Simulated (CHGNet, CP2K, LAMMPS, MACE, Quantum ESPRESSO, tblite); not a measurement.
**C in place of Si in glassy 56SiO2-26Al2O3-18BaO (mol %) (114 atoms): do the methods agree on the site?**

Aim: compare the energies of C in place of Si at unlike sites of glassy 56SiO2-26Al2O3-18BaO (mol %) (114 atoms), with plane waves as the reference.

Results are calculated, not measured.

**1. The structure**

The cell holds 114 atoms (19 Si, 18 Al, 6 Ba and 71 O), with edges of 11.63, 11.63 and 11.63 Å. Recipe: 114 atoms (19 Si, 18 Al, 6 Ba, 71 O) placed at random at 3.09 g/cm³, melted at 4000 K for 10 ps at fixed volume with the Morse and Coulomb pair potential with partial charges (Pedone, Malavasi, Menziani, Cormack and Segre, J. Phys. Chem. B 110, 11780 (2006)). Quenched from 4000 K to 300 K at 20 K/ps and fixed volume, held 10 ps at zero pressure, then minimised at fixed cell. Then the atoms were relaxed with MACE MPA-0 medium in the fixed cell.

**2. The reference input**

Quantum ESPRESSO 7.5: Kohn-Sham DFT, PBE, SSSP efficiency 1.3.0 pseudopotentials, plane waves. Its input, pw.in, for the unchanged cell:

```
&control
  calculation = 'scf'
  pseudo_dir = './pseudo'
  outdir = './tmp'
  disk_io = 'none'
  tprnfor = .true.
  tstress = .true.
/
&system
  ibrav = 0
  nat = 114
  ntyp = 4
  ecutwfc = 60
  ecutrho = 480
  nosym = .true.
  occupations = 'smearing'
  smearing = 'fd'
  degauss = 0.003675
/
&electrons
  conv_thr = 5.7e-07
  electron_maxstep = 100
  mixing_beta = 0.4
  mixing_mode = 'plain'
  diagonalization = 'david'
/
ATOMIC_SPECIES
Si 28.085 Si.upf
Al 26.982 Al.upf
Ba 137.327 Ba.upf
O 15.999 O.upf
CELL_PARAMETERS angstrom
11.63081 0.00000 0.00000
0.00000 11.63081 0.00000
0.00000 0.00000 11.63081
ATOMIC_POSITIONS crystal
Si 0.38905 0.85197 0.63642
Si 0.77534 0.61243 0.04824
Si 0.55514 0.99100 0.20586
Si 0.00477 0.82295 0.16557
[... 108 atom lines left out ...]
O 0.74234 0.31395 0.74878
O 0.11372 0.51947 0.09649
K_POINTS gamma
```

```console
$ OMP_NUM_THREADS=1 mpirun -np 4 pw.x -in pw.in > output.txt
```

Wall time 8.7 min (4 MPI ranks of Arm Neoverse V2, shared host); peak memory 5.5 GiB; 35 min of CPU time.

It converged with an r.m.s. force component of 0.064 eV/Å and a pressure of 2.3 GPa.

**3. Programs and settings**

The levels share the cells and solve them as single points, though not every level runs every cell. CPU time is summed over a level's finished runs, on a host shared with the other runs, so it is rough; the force column is the median over cells of the r.m.s. difference of force components from the reference.

| level | basis or training data | k-points | runs finished | CPU time | peak memory (GiB) | force difference (meV/Å) |
| --- | --- | --- | --- | --- | --- | --- |
| QE, PBE | plane waves, SSSP efficiency, 60/480 Ry | Γ | 4 of 4 | 2.9 h | 5.6 | reference |
| CP2K double zeta, LDA | DZVP-MOLOPT-SR, GTH-PADE potentials, 600 Ry | Γ | 3 of 3 | 15 min | 6.7 | 188 |
| CHGNet 0.3.0 | trained on PBE(+U) plane-wave data | - | 4 of 4 | 15 s | 1.5 | 107 |
| MACE MPA-0 medium | trained on PBE(+U) plane-wave data | - | 4 of 4 | 33 s | 1.2 | 72 |

Runs without a converged result: tblite GFN1-xTB, 3 single points (refused). A level enters a table below only where it finished every cell that the table needs.

The reference's own r.m.s. force component runs from 64 to 94 meV/Å over these cells. MACE MPA-0 medium relaxed the atoms, so in the cells that it relaxed its own forces are small, and its entry isn't an independent test there.

**4. The sites**

Each changed cell was relaxed with MACE MPA-0 medium before the single points. Neighbours are the site's nearest atoms before the change.

```
site  nearest atoms  their mean distance (Å)  atoms within 6 Å  largest move on relaxing (Å)  longest force left in the reference (eV/Å)
 Si4             O4                     1.64                62                          0.29                                        0.40
Si17             O4                     1.64                63                          0.27                                        0.30
 Si8             O4                     1.63                63                          0.37                                        0.78
```

**5. Site energies**

All changed cells hold the same atoms, so within one level their energies compare with no chemical potential. Energies in eV, less that of Si4, the reference's cheapest site; the last column is the largest deviation from the reference once each row's mean is taken off.

```
                level   Si4  Si17   Si8  cheapest  largest deviation
              QE, PBE  0.00  0.32  1.25       Si4                  -
CP2K double zeta, LDA  0.00  0.35  1.20       Si4               0.04
         CHGNet 0.3.0  0.00  0.34  0.89       Si4               0.24
    MACE MPA-0 medium  0.00  0.47  1.30       Si4               0.08
```

**6. Outcome**

In the reference the cheapest site is Si4 (O4) and the dearest Si8 (O4), 1.2 eV higher. All 3 other levels pick the same cheapest site, and all give the whole order. CP2K double zeta, LDA follows the reference most closely (0.04 eV at worst) and CHGNet 0.3.0 least (0.24 eV).

The reference's gap of 3.52 eV in the unchanged cell becomes 3.52 eV (Si4), 3.49 eV (Si17) and 3.52 eV (Si8).

**Limits.** The geometries are those of MACE MPA-0 medium; forces of up to 0.78 eV/Å remain in the reference, so relaxing in DFT would lower the energies, by amounts that can differ from site to site and can change the order. For MACE MPA-0 medium alone these are relaxed energies. Defects interact with their periodic images. Only 3 of the 19 Si sites are compared. Learned potentials don't solve for electrons, so the charge or spin state of a defect can't be set in them. The quench rate of 20 K/ps is many orders above laboratory rates, so the cell is likely richer in defects and strain than a real sample. The reference samples only Γ, in a cell whose shortest periodic width is 12 Å. Spin–orbit coupling is left out, which matters for the levels of the heavy elements. The reference isn't exact: its cutoffs and mesh weren't converged further here. Where levels are smeared, the DFT runs use Fermi–Dirac occupations at 580 K (0.05 eV), and energies are free energies.

[Logs are printed without paths, hosts, clocks, repeated set-up lines and the standing remarks that a program may print on its own settings, such as how far it seeks lower states.]

[Hosts, paths, dates, database ids (printed as entryN), source tags and the programs' standing remarks are cut or masked in the printed files.]
